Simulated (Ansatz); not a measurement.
# How Cr(110) screens a field, part 2 of 2

Where does the screening charge of Cr(110) sit?

Ansatz 0.2.0; plane-wave DFT, PBE, Ansatz PAW.

So far. Step 7 (Single point, field 0.2 V/Å): The dipole is 0.104 e·Å. Step 8 (Atoms held, field -0.2 V/Å): The dipole is -0.104 e·Å.

### Step 9. Atoms held, field 0.4 V/Å

File input.yaml:

```yaml
crystal:
  lattice:
    - [2.0364675298, -1.44, 0.0]
    - [2.0364675298, 1.44, 0.0]
    - [0.0, 0.0, 30.2188051789]
  atoms:
    - { symbol: Cr, position: [0.0, 0.0, 0.2978277912] }
    - { symbol: Cr, position: [0.5, 0.5, 0.3652185275] }
    - { symbol: Cr, position: [0.0, 0.0, 0.4326092637] }
    - { symbol: Cr, position: [0.5, 0.5, 0.5] }
    - { symbol: Cr, position: [0.0, 0.0, 0.5673907363] }
    - { symbol: Cr, position: [0.5, 0.5, 0.6347814725] }
    - { symbol: Cr, position: [0.0, 0.0, 0.7021722088] }
kpoints:
  mp_grid: { grid: [22, 22, 1] }
hamiltonian:
  xc: pbe
scf:
  occupations: { method: fermi_dirac, width: 0.1 }
  convergence: { dr2_threshold: 1.0e-10 }
efield:
  axis: 3
  dipole_correction: true
  ramp_position: 0.97
  ramp_width: 0.06
  amplitude: 0.4
output:
  forces: true
  write_potential: true
  write_density: true
  volumetric_format: npy
  elf: true
```

Run with:

```bash
ansatz run input.yaml --threads 4 --pin off --max-ram 6144MiB --backend cpu --events-out ev --progress --plain --runs-dir out
```

Numbers of over 12 decimals in the logs are rounded to 6 here.

The program printed:

```text
[...]
Crystal: 7 atoms, lattice volume = 177.234 Å³
Basis set: ecut = 420 eV, 3439 PW (Γ), exchange–correlation on 36×36×432 points (8 copies of the dense FFT grid, shifted against one another)
Bands: 59, of which v1, the nominal top of the filled ones, is band 49 counted from 1 (48 counted from 0)
Symmetry: 4 space group operations
k-points: 133 of 484
[...]
k-point 0: bands = [... 45 lower, 5.4319, 5.4609, 5.5870, 5.9039, 5.9473, 6.5120, 6.6319, 7.1294, ... 16 higher]
  k-point 1: bands = [... 45 lower, 5.4136, 5.4878, 5.6256, 5.8171, 5.9962, 6.4878, 6.5664, 6.8798, ... 16 higher]
  k-point 2: bands = [... 45 lower, 5.3650, 5.5726, 5.6059, 5.7505, 6.0750, 6.2414, 6.4201, 6.7316, ... 16 higher]
  k-point 132: bands = [... 45 lower, 6.7497, 6.8051, 6.9611, 7.0509, 7.0575, 7.2904, 7.3767, 7.8181, ... 16 higher]
[key lines of the parts left out:]
SCF converged after 17 iterations
Free energy (F): -23641.780665 eV
Fermi energy:    6.334474 eV
Dipole field:    D = 0.213106 V/Å  (p = 0.208728 e·Å, saw-weighted, corrected)
```

Run time: 77 s. Hardware: 4 threads of Intel Xeon Platinum 8175M at 2.50GHz (Skylake/Cascade Lake), shared host; peak memory 1.4 GiB; 5.1 min of CPU time.

Running mean over 2.036 Å of the planar mean, with the applied field; the ramp of the sawtooth is left out. Electron's electrostatic potential energy less the Fermi level against z:

z (Å), electron's electrostatic potential energy less the Fermi level (eV) and a bar from the least value:
```
        4       3.67 #########################
        5       4.06 ##########################
        6       4.34 ##########################
        7       3.69 #########################
        8      -3.34 ############
        9      -9.54 #
       10      -9.79 
       11      -9.89 
       12      -9.89 
       13      -9.86 
       14      -9.84 
       15      -9.84 
       16      -9.84 
       17      -9.86 
       18      -9.88 
       19      -9.90 
       20      -9.83 
       21      -9.70 
       22      -5.48 ########
       23       3.17 ########################
       24       5.10 ############################
       25       5.62 #############################
       26       6.03 #############################
       27       6.43 ##############################
```

The dipole is 0.209 e·Å.

### Step 10. The response

This step: plane-wave DFT, PBE, Ansatz PAW; screening of a field by a metal slab (Ansatz 0.2.0).

The dipoles give the slope, and the difference of two potentials shows where the field is screened.

This step gave:

- equivalent conductor thickness p/(ε₀AE): 16.09 Å
- distance between the outer atoms: 12.22 Å
- inner field over outer field: -4.53e-4
- image plane, upper face: 1.928 Å
- induced electrons on the upper face over ε₀E: -1.001
- image plane, lower face: 1.928 Å
- induced electrons on the lower face over ε₀E: 1.001

The dipole of the cell by applied field:

| applied field (V/Å) | dipole of the cell (e·Å) |
| --- | --- |
| -0.200 | -0.104 |
| -0.100 | -0.0522 |
| -0.050 | -0.0261 |
| 0.000 | 0 |
| 0.050 | 0.0261 |
| 0.100 | 0.0522 |
| 0.200 | 0.104 |
| 0.400 | 0.209 |

Local field over the applied field, running mean. From the potentials at -0.05 and 0.05 V/Å; running mean over 2.036 Å. Table of local field over applied field by z:

| z (Å) | local field over applied field |
| --- | --- |
| 5 | 0.981 |
| 6 | 0.894 |
| 7 | 0.581 |
| 8 | 0.143 |
| 9 | -0.0280 |
| 10 | 0.00137 |
| 11 | -5.4e-4 |
| 12 | -6.0e-4 |
| 13 | -0.00172 |
| 14 | -5.7e-4 |
| 15 | -4.4e-4 |
| 16 | -4.4e-4 |
| 17 | -0.00157 |
| 18 | -7.8e-4 |
| 19 | -0.00110 |
| 20 | 0.00243 |
| 21 | -0.0246 |
| 22 | 0.0773 |
| 23 | 0.477 |
| 24 | 0.850 |
| 25 | 0.972 |
| 26 | 0.996 |

Electrons, planar mean, per unit field. The induced electron density by z:

| z (Å) | induced electron density (e/Å³ per V/Å) |
| --- | --- |
| 4.5 | 4.6e-5 |
| 5.0 | 1.2e-4 |
| 5.5 | 2.9e-4 |
| 6.0 | 6.6e-4 |
| 6.5 | 0.00144 |
| 7.0 | 0.00272 |
| 7.5 | 0.00386 |
| 8.0 | 0.00315 |
| 8.5 | -9.4e-4 |
| 9.0 | -2.1e-4 |
| 9.5 | -1.5e-4 |
| 10.0 | 1.3e-4 |
| 10.5 | 8.9e-5 |
| 11.0 | -1.8e-4 |
| 11.5 | 8.7e-5 |
| 12.0 | 2.6e-5 |
| 12.5 | 2.0e-5 |
| 13.0 | -4.8e-5 |
| 13.5 | 6.0e-6 |
| 14.0 | -6.4e-6 |
| 14.5 | 1.1e-5 |
| 15.0 | 0 |
| 15.5 | 0 |
| 16.0 | -6.1e-6 |
| 16.5 | 1.4e-5 |
| 17.0 | 3.5e-5 |
| 17.5 | -1.1e-5 |
| 18.0 | -2.9e-5 |
| 18.5 | -4.5e-5 |
| 19.0 | 1.1e-4 |
| 19.5 | -2.4e-5 |
| 20.0 | -1.2e-4 |
| 20.5 | -1.6e-4 |
| 21.0 | 3.8e-4 |
| 21.5 | 0.00147 |
| 22.0 | -0.00173 |
| 22.5 | -0.00391 |
| 23.0 | -0.00332 |
| 23.5 | -0.00194 |
| 24.0 | -9.4e-4 |
| 24.5 | -4.2e-4 |
| 25.0 | -1.8e-4 |
| 25.5 | -7.1e-5 |
| 26.0 | -2.7e-5 |

By hand: between -0.05 and 0.05 V/Å the dipole changes by 0.05215 e·Å, a slope of 0.5215 e·Å²/V. A perfect conductor of thickness t has p = ε₀AEt, so t = 180.95 × 0.5215 / 5.865 = 16.09 Å (e/ε₀ = 180.95 V·Å, A in Å²). Less the 12.22 Å between the outer atoms, and halved, that puts each image plane 1.94 Å out.

The induced dipole is that of a conductor 16.09 Å thick.

### Step 11. The same run with other settings

This step: plane-wave DFT, PBE, Ansatz PAW (Ansatz 0.2.0).

An input spoilt on purpose, to show how the run answers: it repeats the earlier run at 0.05 V/Å with efield.ramp_position from 0.97 to 0.475, and scf.max_iter set to 75.

Edit input.yaml of step 9 so:

```diff
@@ -20,2 +20,3 @@
   convergence: { dr2_threshold: 1.0e-10 }
+  max_iter: 75
 efield:
@@ -23,5 +24,5 @@
   dipole_correction: true
-  ramp_position: 0.97
+  ramp_position: 0.475
   ramp_width: 0.06
-  amplitude: 0.4
+  amplitude: 0.05
 output:
@@ -31,2 +32 @@
   volumetric_format: npy
-  elf: true
```

The program printed:

```text
Engine: ansatz 0.2.0, x86_64-unknown-linux-gnu
Pseudopotentials: kind: paw
Pseudopotential: Cr, paw, valence charge 14, recommended cutoff 420 eV (normal), Cr.paw.azcp
Functional definition: PBE
  parameter kappa = 0.804
  parameter beta = 0.066725
  exchange = pbe_x(kappa = kappa, mu = beta*pi^2/3)
  correlation = pbe_c(beta = beta)
Crystal: 7 atoms, lattice volume = 177.234 Å³
Basis set: ecut = 420 eV, 3439 PW (Γ), exchange–correlation on 36×36×432 points (8 copies of the dense FFT grid, shifted against one another)
Bands: 59, of which v1, the nominal top of the filled ones, is band 49 counted from 1 (48 counted from 0)
Symmetry: 4 space group operations
k-points: 133 of 484
Non-local potential: Cr, projectors of the file, l = 0: 3, l = 1: 2, l = 2: 3, l = 3: 1
PAW form: soft (Blöchl's): semilocal exchange-correlation on the pseudo side does not see the compensation charge
PAW one-centre angular grid: Cr, 590 points (default); XC on 64 Gauss nodes
Initial density: superposition of atomic densities (neutral atoms: chi_scale 0, normalization atom, screened)
Initial wavefunctions: pseudopotential atomic-orbital guess
Functional: x = pbe(κ = 0.804, μ = 0.219515), c = pbe(β = 0.066725)
Error: efield: ion 3 (Cr) at fractional coordinate 0.5000 along the field axis lies inside the sawtooth ramp with 2 of the planes that the density is read on at each end, [0.4657, 0.5443] — the ramp must sit in vacuum (an ion there feels the fictitious reversed slope); set or move the ramp (efield.ramp_position / ramp_width) or move the geometry
```

Elapsed: 0.54 s, on 4 threads; peak memory 0.74 GiB.

The program refused the input before any cycle.

The program's message: “Error: efield: ion 3 (Cr) at fractional coordinate 0.5000 along the field axis lies inside the sawtooth ramp with 2 of the planes that the density is read on at each end, [0.4657, 0.5443] — the ramp m …”

The fault put into the input: the ramp among the atoms.

### Step 12. The same run with other settings

This step: plane-wave DFT, PBE, Ansatz PAW, but for the change named below (Ansatz 0.2.0).

An input spoilt on purpose, to show how the run answers: it repeats the earlier run at 0.05 V/Å with hamiltonian.hubbard to sites: [species: Cr, l: d, u_eff: 40.0], and scf.max_iter set to 50.

Edit input.yaml of step 11 so:

```diff
@@ -17,2 +17,3 @@
   xc: pbe
+  hubbard: { sites: [{ species: Cr, l: d, u_eff: 40.0 }] }
 scf:
@@ -20,3 +21,3 @@
   convergence: { dr2_threshold: 1.0e-10 }
-  max_iter: 75
+  max_iter: 50
 efield:
@@ -24,3 +25,3 @@
   dipole_correction: true
-  ramp_position: 0.475
+  ramp_position: 0.97
   ramp_width: 0.06
```

The program printed:

```text
Cr: projections on atomic orbitals take those of the free atom [Ne] 3s2 3p6 3d5 4s1, of charge +0.00 (hamiltonian.pseudopotentials.projection_atoms); the dataset's partial waves leave at most 7.0e-7 of an orbital's norm unspanned inside its sphere
Engine: ansatz 0.2.0, x86_64-unknown-linux-gnu
Pseudopotentials: kind: paw
Pseudopotential: Cr, paw, valence charge 14, recommended cutoff 420 eV (normal), Cr.paw.azcp
Functional definition: PBE
  parameter kappa = 0.804
  parameter beta = 0.066725
  exchange = pbe_x(kappa = kappa, mu = beta*pi^2/3)
  correlation = pbe_c(beta = beta)
Crystal: 7 atoms, lattice volume = 177.234 Å³
Basis set: ecut = 420 eV, 3439 PW (Γ), exchange–correlation on 36×36×432 points (8 copies of the dense FFT grid, shifted against one another)
Bands: 59, of which v1, the nominal top of the filled ones, is band 49 counted from 1 (48 counted from 0)
Symmetry: 4 space group operations
k-points: 133 of 484
Non-local potential: Cr, projectors of the file, l = 0: 3, l = 1: 2, l = 2: 3, l = 3: 1
PAW form: soft (Blöchl's): semilocal exchange-correlation on the pseudo side does not see the compensation charge
PAW one-centre angular grid: Cr, 590 points (default); XC on 64 Gauss nodes
Initial density: superposition of atomic densities (neutral atoms: chi_scale 0, normalization atom, screened)
Initial wavefunctions: pseudopotential atomic-orbital guess
Functional: x = pbe(κ = 0.804, μ = 0.219515), c = pbe(β = 0.066725)
SCF iter   1: F=—  HF=-23303.971935 eV  |F-HF|=—  |Δ(HF+E_count)|=         —  Δρ=1.67e-1  dr2=7.87e1  ethr=3.10e-3  p=0.025 e·Å  D=2.59e-2 V/Å  ΔV_dip=-0.78 eV  dr2_dipole=3.38e-3  V_vac-E_F(+/−)=6.35/5.75 eV  ⟨swp⟩=8.7  Hψ=78439  notcnv=0  defer=29
efield: sawtooth ramp at fractional position 0.9700 (set: `efield.ramp_position`, or a place that a band, a saddle search or an elastic batch's reference lends), width 0.0600; the density the first Hamiltonian is built on has a dipole p = 0.025 e·Å; the dipole correction subtracts the counter field D = 2.59e-2 V/Å, which shifts the + side's vacuum level by -0.78 eV against the − side's; the planar-averaged density in the ramp window peaks in size at 9.3e-6 e/Å³
automatic band count: the SCF goes on with 69 bands, as 59 were too few: the levels above may hold too much charge
preconditioner: auto → LDOS  [metal: Δε(μ)=0.007 eV  Ē_g=5.065 eV  σ=0.100 eV  W_gap=0.02  n_scr=22 (ndim 8)  ℏωp=18.1 eV  f_vac=0.477  D(μ)=6.27/eV (n_scr^D=24)  β→1.0]
SCF iter   2: F=—  HF=-23357.596410 eV  |F-HF|=—  |Δ(HF+E_count)|=    5.36e1  Δρ=2.49e-1  dr2=4.09e2  ethr=3.10e-3  p=0.025 e·Å  D=2.58e-2 V/Å  ΔV_dip=-0.78 eV  dr2_dipole=3.78e-2  V_vac-E_F(+/−)=7.56/6.95 eV  ⟨swp⟩=5.6  Hψ=27589  notcnv=0  defer=66  recentre
[...]
SCF iter   7: F=—  HF=-23528.527238 eV  |F-HF|=—  |Δ(HF+E_count)|=    5.18e0  Δρ=1.06e-1  dr2=1.55e2  ethr=3.10e-3  p=0.027 e·Å  D=2.76e-2 V/Å  ΔV_dip=-0.84 eV  dr2_dipole=5.52e-2  V_vac-E_F(+/−)=3.81/3.26 eV  ⟨swp⟩=4.5  Hψ=20594  notcnv=0  defer=1469
SCF iter   8: F=—  HF=-23496.340153 eV  |F-HF|=—  |Δ(HF+E_count)|=    3.22e1  Δρ=1.02e-1  dr2=1.28e2  ethr=3.10e-3  p=0.027 e·Å  D=2.78e-2 V/Å  ΔV_dip=-0.84 eV  dr2_dipole=2.59e-1  V_vac-E_F(+/−)=2.74/2.20 eV  ⟨swp⟩=5.3  Hψ=17946  notcnv=0  defer=1398
SCF iter   9: F=—  HF=-23539.063915 eV  |F-HF|=—  |Δ(HF+E_count)|=    4.27e1  Δρ=8.26e-2  dr2=1.16e2  ethr=3.10e-3  p=0.026 e·Å  D=2.61e-2 V/Å  ΔV_dip=-0.79 eV  dr2_dipole=2.92e-1  V_vac-E_F(+/−)=3.98/3.38 eV  ⟨swp⟩=5.1  Hψ=18738  notcnv=0  defer=1387
SCF iter  10: F=—  HF=-23531.921158 eV  |F-HF|=—  |Δ(HF+E_count)|=    7.14e0  Δρ=8.52e-2  dr2=1.18e2  ethr=3.10e-3  p=0.026 e·Å  D=2.63e-2 V/Å  ΔV_dip=-0.80 eV  dr2_dipole=3.11e-1  V_vac-E_F(+/−)=3.78/3.19 eV  ⟨swp⟩=2.3  Hψ=11241  notcnv=0  defer=1396
[...]
SCF iter  36: F=—  HF=-23543.736438 eV  |F-HF|=—  |Δ(HF+E_count)|=   4.69e-1  Δρ=2.35e-3  dr2=1.39e-2  ethr=1.02e-6  p=0.028 e·Å  D=2.81e-2 V/Å  ΔV_dip=-0.85 eV  dr2_dipole=2.56e-3  V_vac-E_F(+/−)=4.02/3.49 eV  ⟨swp⟩=35.3  Hψ=130071  notcnv=0
Mixer restart at iter 36: flushing history
iteration 36: the SCF's residuals had fallen too slowly under its mixing. It goes on by minimising its free energy, and can end on another state than longer mixing would; under `scf.algorithm: density_mixing` no SCF does so, but by `scf.convergence.dm_fallback`
SCF iter  37: F=—  HF=-23543.881341 eV  |F-HF|=—  |Δ(HF+E_count)|=   1.45e-1  Δρ=1.86e-3  dr2=5.04e-3  ethr=1.02e-6  p=0.026 e·Å  D=2.63e-2 V/Å  ΔV_dip=-0.80 eV  dr2_dipole=2.03e-4  V_vac-E_F(+/−)=4.08/3.49 eV  ⟨swp⟩=27.6  Hψ=105646  notcnv=0
SCF iter  38: F=—  HF=-23546.318335 eV  |F-HF|=—  |Δ(HF+E_count)|=    2.44e0  Δρ=7.19e-3  dr2=7.32e-1  ethr=1.02e-6  p=0.015 e·Å  D=1.49e-2 V/Å  ΔV_dip=-0.45 eV  dr2_dipole=5.05e-1  V_vac-E_F(+/−)=4.44/3.50 eV  ⟨swp⟩=31.1  Hψ=111364  notcnv=0
SCF iter  39: F=—  HF=-23546.288243 eV  |F-HF|=—  |Δ(HF+E_count)|=   3.01e-2  Δρ=2.21e-3  dr2=4.54e-1  ethr=1.02e-6  p=0.016 e·Å  D=1.65e-2 V/Å  ΔV_dip=-0.50 eV  dr2_dipole=3.24e-1  V_vac-E_F(+/−)=4.60/3.72 eV  ⟨swp⟩=22.1  Hψ=84944  notcnv=0
SCF iter  40: F=—  HF=-23546.318501 eV  |F-HF|=—  |Δ(HF+E_count)|=   3.03e-2  Δρ=9.56e-4  dr2=3.08e-3  ethr=1.02e-6  p=0.024 e·Å  D=2.40e-2 V/Å  ΔV_dip=-0.73 eV  dr2_dipole=9.07e-4  V_vac-E_F(+/−)=4.51/3.85 eV  ⟨swp⟩=21.3  Hψ=84189  notcnv=0
SCF iter  41: F=—  HF=-23546.355294 eV  |F-HF|=—  |Δ(HF+E_count)|=   3.68e-2  Δρ=4.36e-4  dr2=1.78e-4  ethr=1.02e-6  p=0.026 e·Å  D=2.64e-2 V/Å  ΔV_dip=-0.80 eV  dr2_dipole=7.43e-7  V_vac-E_F(+/−)=4.51/3.93 eV  ⟨swp⟩=21.6  Hψ=79768  notcnv=0
SCF iter  42: F=—  HF=-23546.355664 eV  |F-HF|=—  |Δ(HF+E_count)|=   3.71e-4  Δρ=8.71e-5  dr2=8.49e-6  ethr=1.81e-7  p=0.026 e·Å  D=2.62e-2 V/Å  ΔV_dip=-0.79 eV  dr2_dipole=4.93e-9  V_vac-E_F(+/−)=4.51/3.92 eV  ⟨swp⟩=14.0  Hψ=54958  notcnv=0
SCF iter  43: F=—  HF=-23546.355679 eV  |F-HF|=—  |Δ(HF+E_count)|=   1.51e-5  Δρ=1.52e-5  dr2=3.78e-7  ethr=8.67e-9  p=0.026 e·Å  D=2.62e-2 V/Å  ΔV_dip=-0.79 eV  dr2_dipole=8.07e-9  V_vac-E_F(+/−)=4.51/3.92 eV  ⟨swp⟩=9.6  Hψ=42645  notcnv=0
SCF iter  44: F=—  HF=-23546.355682 eV  |F-HF|=—  |Δ(HF+E_count)|=   2.22e-6  Δρ=3.36e-6  dr2=5.52e-8  ethr=3.86e-10  p=0.026 e·Å  D=2.62e-2 V/Å  ΔV_dip=-0.79 eV  dr2_dipole=2.85e-8  V_vac-E_F(+/−)=4.51/3.92 eV  ⟨swp⟩=6.6  Hψ=38478  notcnv=0
```

Elapsed: 10 min, on 4 threads; peak memory 4.2 GiB.

Residual by cycle:

cycle, log10 residual and a bar from the least value:
```
        1        1.9 #############################
        5        2.3 ##############################
        9        2.1 #############################
       13        0.2 #######################
       17       -1.8 #################
       21       -2.8 ##############
       24       -2.7 ##############
       28       -2.3 ################
       32       -2.2 ################
       36       -1.9 #################
       40       -2.5 ###############
       44       -7.3
```

The run was cut off at its time limit.

After 44 cycles the residual stands at 5.5e-8.

The fault put into the input: an enormous or negative U.

### Step 13. Outcome

- work function: 4.88 eV
- image plane, upper face: 1.93 Å
- induced electrons on the upper face over ε₀E: -1.00
- equivalent conductor thickness p/(ε₀AE): 16.1 Å
- inner field over outer field: -4.5e-4

In words: The induced charge has its centre 1.93 Å outside the outermost atoms; this is the plane from which a capacitor's gap or an image potential counts. The equivalent conductor thickness exceeds the distance between the outer atoms by 3.87 Å, about the sum of the two image-plane distances. In the middle of the slab the field is screened to under 0.5 % of its outer value. The atoms are held at bulk positions with the tabulated experimental lattice constant. The main runs have no spin polarisation; a magnetic state could lie lower and would change these results.

[Logs are printed without paths, hosts, clocks, repeated set-up lines and the standing remarks that a program may print on its own settings, such as how far it seeks lower states.]

[Hosts, paths, dates, database ids (printed as entryN), source tags and the programs' standing remarks are cut or masked in the printed files.]

[Maps of the electrostatic potential energy from Ansatz leave out the sawtooth potential of an applied field or a dipole correction, so their vacuum need not be flat; planar profiles and work functions include it.]
